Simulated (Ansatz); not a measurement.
# A hypothetical structure for BaSb2Os2, part 2 of 2

Starting from a made-up structure for BaSb2Os2, the aim is the relaxed cell, its shortest contacts and, where a second run follows, its electronic structure.

Ansatz 0.2.0; DFT, r2SCAN, plane-wave PAW, files of the set soft_1, scalar-relativistic, no spin, cell and ions relaxed at zero pressure; PAW set soft_1 (the session's first sound run).

So far: The structure; Relaxing cell and atoms. The relaxed cell has a = 4.448, c = 12.536 Å (conventional setting).

**3. Electronic structure of the relaxed cell**

A second self-consistent run takes a narrower smearing and the mesh shown in its input; the bands follow along the standard path of the relaxed lattice.

This step: DFT, r2SCAN, plane-wave PAW, files of the set soft_1, scalar-relativistic, no spin, bands and density of states at the relaxed cell; PAW set soft_1 (Ansatz 0.2.0).

The input, input.yaml:

```yaml
crystal:
  lattice:
    - [-2.2239564919, 2.2239564919, 6.2680069467]
    - [2.2239564919, -2.2239564919, 6.2680069467]
    - [2.2239564919, 2.2239564919, -6.2680069467]
  atoms:
    - { symbol: Os, position: [0.75, 0.25, 0.5] }
    - { symbol: Os, position: [0.25, 0.75, 0.5] }
    - { symbol: Ba, position: [0.0, 0.0, 0.0] }
    - { symbol: Sb, position: [0.3562619533, 0.3562619533, 0.0] }
    - { symbol: Sb, position: [0.6437380467, 0.6437380467, 0.0] }
kpoints:
  mp_grid: { grid: [10, 10, 10] }
  band_path:
    path:
      - [[0.0, 0.0, 0.0], [-0.5, 0.5, 0.0], [-0.5, 0.5, -0.06294535], [-0.28147267, 0.28147267, -0.28147267], [0.0, 0.0, 0.0], [0.5, 0.5, -0.5], [0.28147267, 0.71852733, -0.71852733], [0.0, 0.5, -0.5], [-0.25, 0.75, -0.25], [0.06294535, 0.93705465, -0.5], [0.5, 0.5, -0.5]]
      - [[-0.5, 0.5, 0.0], [-0.25, 0.75, -0.25]]
    npoints: 7
scf:
  occupations: { method: fermi_dirac, width: 0.03 }
  n_extra_bands: 9
hamiltonian:
  xc: r2scan
  pseudopotentials: { kind: paw, azcp: { folder: soft_1 } }
output:
  forces: true
  stress: true
  write_bands: true
  dos: { projected: true }
  write_density: true
  write_potential: true
  elf: true
  volumetric_format: npy
```

Command:

```console
$ ansatz run input.yaml --threads 4 --pin off --max-ram 8192MiB --backend cpu --events-out ev --progress --plain --runs-dir out
```

Numbers of over 12 decimals in the logs are rounded to 6 here.

The program printed:

```text
[...]
Crystal: 5 atoms, lattice volume = 124.006 Å³
Basis set: ecut = 500 eV, 3131 PW (Γ), exchange–correlation on 216×216×216 points (64 copies of the dense FFT grid, shifted against one another)
Bands: 45, of which v1, the nominal top of the filled ones, is band 36 counted from 1 (35 counted from 0)
Symmetry: 16 space group operations
[...]
k-points: 102 of 1000
[...]
SCF iter   1: F=—  HF=-41762.167763 eV  |F-HF|=—  |Δ(HF+E_count)|=         —  Δρ=4.52e-2  dr2=7.49e0  dr2_τ=9.15e-2  ethr=3.10e-3  ⟨swp⟩=10.6  Hψ=22782  notcnv=0
[...]
SCF iter  10: F=-41761.331965 eV  HF=-41761.331965 eV  |F-HF|=5.83e-8  |Δ(HF+E_count)|=   9.37e-9  Δρ=4.96e-6  dr2=9.61e-8  dr2_τ=3.74e-9  ethr=1.39e-10  ⟨swp⟩=18.3  Hψ=33795  notcnv=0
SCF 1 converged in 10 iterations: F = -41761.331965 eV  dr2 = 9.61e-8
[...]
NSCF: frozen V_eff on 79 k-points
SCF converged after 10 iterations
Free energy (F): -41761.331965 eV
[...]
Internal energy: -41761.325127 eV  (E = F + TS)
E sigma→0 (E₀):  -41761.328546 eV
Entropy (-TS):   -0.006838 eV (-1.368 meV/atom)
Fermi energy:    13.845803 eV
[...]
--- Forces (eV/Å), atoms counted from 1 ---
  atom   1  Os    -0.00000000     0.00000000     0.00000000
  atom   2  Os     0.00000000    -0.00000000     0.00000000
  atom   3  Ba     0.00000000     0.00000000     0.00000000
  atom   4  Sb     0.00000000    -0.00000000    -0.01388996
  atom   5  Sb     0.00000000    -0.00000000     0.01388996
  max |Σ_I F_I| component: 2.08e-17 eV/Å
--- Stress (GPa, compression-positive) ---
       -0.058730       0.000000       0.000000
        0.000000      -0.058730      -0.000000
       -0.000000      -0.000000       0.111684
  P = ⅓ Tr σ = -0.0019 GPa (-0.019 kbar)
--- Band table (eV; the first three rows and the last of 102) ---
  k-point 0: bands = [... 32 lower, 12.7263, 13.6010, 13.6010, 13.6980, 14.2180, 15.3964, 16.8351, 16.8351, ... 5 higher]
  k-point 1: bands = [... 32 lower, 12.7517, 13.4073, 13.4200, 13.4674, 14.2585, 15.4217, 15.8077, 17.1456, ... 5 higher]
  k-point 2: bands = [... 32 lower, 12.6507, 13.0155, 13.0402, 13.0676, 14.3458, 15.0844, 15.4922, 17.1871, ... 5 higher]
  k-point 101: bands = [... 32 lower, 13.7017, 13.7507, 13.9539, 13.9539, 14.4246, 15.3964, 15.7569, 17.4676, ... 5 higher]
```

The job ended after 27 s (4 threads of Arm Neoverse V2, shared host; peak memory 1.5 GiB).

The column dr2 measures how far the density is from self-consistency, as an energy; F and HF (Harris–Foulkes) agree once it is small.

Numbers from this step:

```
free energy             : -41761.3320 eV
energy at zero smearing : -41761.3285 eV
smearing term TS        : 0.006838 eV
Fermi energy            : 13.85 eV
pressure                : -0.001925 GPa
```

From bands.tsv, the bands that come nearest the Fermi level along the path, at its corners, in eV from the Fermi level:

```tsv
point	band 33	band 34	band 35	band 36	band 37	band 38	band 39	band 40
Γ	-1.12	-0.24	-0.24	-0.15	0.37	1.55	2.99	2.99
X	-2.09	-1.01	-0.51	-0.50	-0.49	-0.46	1.60	1.63
Y	-2.14	-1.12	-0.52	-0.44	-0.43	-0.29	1.61	1.71
S	-1.60	-1.54	-1.45	-0.20	0.56	1.23	2.16	2.55
Γ	-1.12	-0.24	-0.24	-0.15	0.37	1.55	2.99	2.99
Z	-0.14	-0.10	0.11	0.11	0.58	1.55	1.91	3.62
S1	-1.60	-1.54	-1.45	-0.20	0.56	1.23	2.16	2.55
N	-1.73	-1.68	-1.23	-0.83	1.06	1.13	1.71	3.01
P	-2.06	-0.76	-0.76	-0.50	-0.49	-0.46	1.62	1.62
Y1	-2.14	-1.12	-0.52	-0.44	-0.43	-0.29	1.61	1.71
Z	-0.14	-0.10	0.11	0.11	0.58	1.55	1.91	3.62
X	-2.09	-1.01	-0.51	-0.50	-0.49	-0.46	1.60	1.63
P	-2.06	-0.76	-0.76	-0.50	-0.49	-0.46	1.62	1.62
```

Counts of states for the cell as run, both spins, by energy window (eV from the Fermi level):

```csv
from,to,total
-8,-7,0.00
-7,-6,0.35
-6,-5,2.59
-5,-4,2.98
-4,-3,5.77
-3,-2,3.19
-2,-1,5.11
-1,0,4.01
0,1,2.31
1,2,3.93
2,3,1.80
3,4,3.37
```

Below -8 eV lie 48.0 more states.

Electrostatic potential energy in the ac plane of the conventional cell at fractional y = 0.000, with atoms of Os and Ba and Sb within 0.2 Å of it. With pseudopotentials it is smooth inside the atoms' cores, unlike the true potential.

Ten even steps from '0' (-55 eV) to '9' (17 eV), each cell a mean:
```
01478999998620
56789999999865
89999999999999
99999999999999
99998633479999
99996100038999
77886200148887
44588765688744
34479999998643
44689999999754
88999999999988
99999999999999
99999999999999
67899999999976
44589999999644
34479999998643
45688633478754
88986100038998
99997200148999
99999765689999
99999999999999
88999999999988
34689999998753
01378999998520
```
Columns run along a (4.4 Å; values clipped at the 3rd and 97th percentile), rows up along c (12.5 Å), edges of the conventional cell, whose origin can differ from the input's. Atoms in or near the plane, at fractional coordinates: Os at (0.50, 0.75), Os at (0.50, 0.25), Ba at (0.00, 0.00), Sb at (0.00, 0.36), Sb at (0.00, 0.64).

Valence density in the ac plane of the conventional cell at fractional y = 0.000, with atoms of Os and Ba and Sb within 0.2 Å of it. It is the smooth field of the valence electrons, not physical close to the nuclei.

Ten steps, logarithmic in the rise over the least value, from '_' (0 e/Å³) to '@' (14 e/Å³), each cell a mean:
```
======--..__________::==++==
====--..____________..::--==
......______....________....
________..::::::::....______
____....--++******==::..____
......::++##%%%%%%**--::....
----::--==##%%%%##**--------
%%##==----==++++==------**%%
@@%%++--::::::::::::::==##@@
##**==::....______..::--++##
--::::..____________....::::
......__________________....
......________________......
==--::....__________..::--==
%%##==::............::--**%%
@@%%++--::::::::::::::==##@@
##**==----++******==----++**
::::::--++##%%%%%%**--::::::
......::==##%%%%##**--......
______..::==++++==--....____
________......::....________
::::..________________..::::
======::..__________..--====
--==++--..__________::==++--
```
Columns run along a (4.4 Å), rows up along c (12.5 Å), edges of the conventional cell, whose origin can differ from the input's. Atoms in or near the plane, at fractional coordinates: Os at (0.50, 0.75), Os at (0.50, 0.25), Ba at (0.00, 0.00), Sb at (0.00, 0.36), Sb at (0.00, 0.64).

ELF in the ac plane of the conventional cell at fractional y = 0.000, with atoms of Os and Ba and Sb within 0.2 Å of it. It is the smooth field of the valence electrons, not physical close to the nuclei.

Values, 24 rows by 14 columns, each cell a mean:
```
0.22 0.51 0.84 0.78 0.37 0.06 0.03 0.04 0.03 0.15 0.61 0.85 0.74 0.31
0.81 0.80 0.69 0.39 0.12 0.08 0.13 0.15 0.10 0.07 0.23 0.57 0.77 0.80
0.35 0.28 0.17 0.10 0.14 0.23 0.29 0.31 0.27 0.19 0.11 0.11 0.22 0.33
0.05 0.07 0.12 0.20 0.26 0.30 0.32 0.32 0.31 0.28 0.24 0.16 0.09 0.06
0.12 0.16 0.22 0.25 0.32 0.44 0.50 0.50 0.49 0.38 0.27 0.24 0.19 0.13
0.25 0.28 0.31 0.29 0.43 0.61 0.55 0.49 0.61 0.54 0.33 0.30 0.30 0.26
0.27 0.32 0.40 0.39 0.43 0.56 0.56 0.52 0.57 0.51 0.39 0.41 0.36 0.29
0.10 0.16 0.31 0.44 0.43 0.40 0.42 0.43 0.41 0.41 0.46 0.38 0.23 0.12
0.05 0.07 0.25 0.42 0.49 0.40 0.33 0.32 0.36 0.46 0.48 0.35 0.15 0.04
0.18 0.26 0.40 0.51 0.51 0.39 0.29 0.28 0.33 0.45 0.54 0.47 0.33 0.21
0.50 0.53 0.57 0.54 0.38 0.20 0.12 0.11 0.15 0.28 0.47 0.57 0.56 0.51
0.47 0.45 0.38 0.26 0.14 0.06 0.03 0.03 0.04 0.09 0.19 0.32 0.42 0.47
0.53 0.52 0.46 0.35 0.19 0.08 0.04 0.04 0.06 0.13 0.27 0.41 0.50 0.52
0.41 0.46 0.54 0.57 0.45 0.27 0.18 0.16 0.21 0.36 0.53 0.56 0.50 0.43
0.09 0.17 0.34 0.47 0.51 0.41 0.33 0.31 0.36 0.47 0.51 0.41 0.25 0.12
0.05 0.08 0.25 0.42 0.48 0.39 0.33 0.33 0.35 0.44 0.47 0.35 0.15 0.05
0.16 0.22 0.35 0.44 0.42 0.45 0.49 0.50 0.48 0.42 0.43 0.41 0.28 0.18
0.29 0.33 0.38 0.36 0.44 0.60 0.54 0.49 0.59 0.54 0.37 0.38 0.36 0.30
0.21 0.24 0.27 0.27 0.40 0.58 0.57 0.53 0.59 0.51 0.31 0.27 0.26 0.22
0.09 0.13 0.19 0.24 0.29 0.37 0.42 0.43 0.40 0.33 0.26 0.22 0.16 0.10
0.08 0.07 0.09 0.16 0.24 0.29 0.31 0.32 0.31 0.27 0.20 0.12 0.08 0.08
0.57 0.49 0.31 0.13 0.10 0.18 0.25 0.27 0.22 0.13 0.09 0.22 0.41 0.54
0.71 0.80 0.80 0.56 0.17 0.06 0.08 0.10 0.07 0.09 0.36 0.71 0.82 0.73
0.06 0.33 0.83 0.82 0.43 0.06 0.02 0.02 0.03 0.19 0.68 0.86 0.65 0.14
```
Columns run along a (4.4 Å), rows up along c (12.5 Å), edges of the conventional cell, whose origin can differ from the input's. Atoms in or near the plane, at fractional coordinates: Os at (0.50, 0.75), Os at (0.50, 0.25), Ba at (0.00, 0.00), Sb at (0.00, 0.36), Sb at (0.00, 0.64).

**4. Outcome**

* space group, relaxed: I4/mmm
* conventional cell: a = 4.448, b = 4.448, c = 12.536 Å; α = 90.0°, β = 90.0°, γ = 90.0°
* volume per atom: 24.80 Å³ (guess 25.54)

BaSb2Os2 relaxes to I4/mmm with a = 4.448, b = 4.448 and c = 12.536 Å. The guessed volume was 3 % too large. The space group I4/mmm was held in the relaxation, so the end point is a stationary structure within it and may be a saddle against distortions or other arrangements. Bands cross the Fermi level, so it is a metal or semimetal at this level. On the 10×10×10 mesh with the narrower smearing (relaxed on 8×8×8) the largest force component is 0.014 eV/Å and the largest stress component is 0.112 GPa, against the relaxation's thresholds of 0.015 eV/Å and 0.05 GPa. The cutoff wasn't tested. Spin-orbit coupling is left out, which can matter for elements this heavy. No dispersion term is used, so weakly bound directions may come out too long. The runs have no spin, and magnetism wasn't tested. Nothing here tests whether the compound is stable against decomposition.

[Logs are printed without paths, hosts, clocks, repeated set-up lines and the standing remarks that a program may print on its own settings, such as how far it seeks lower states.]

[Hosts, paths, dates, database ids (printed as entryN), source tags and the programs' standing remarks are cut or masked in the printed files.]
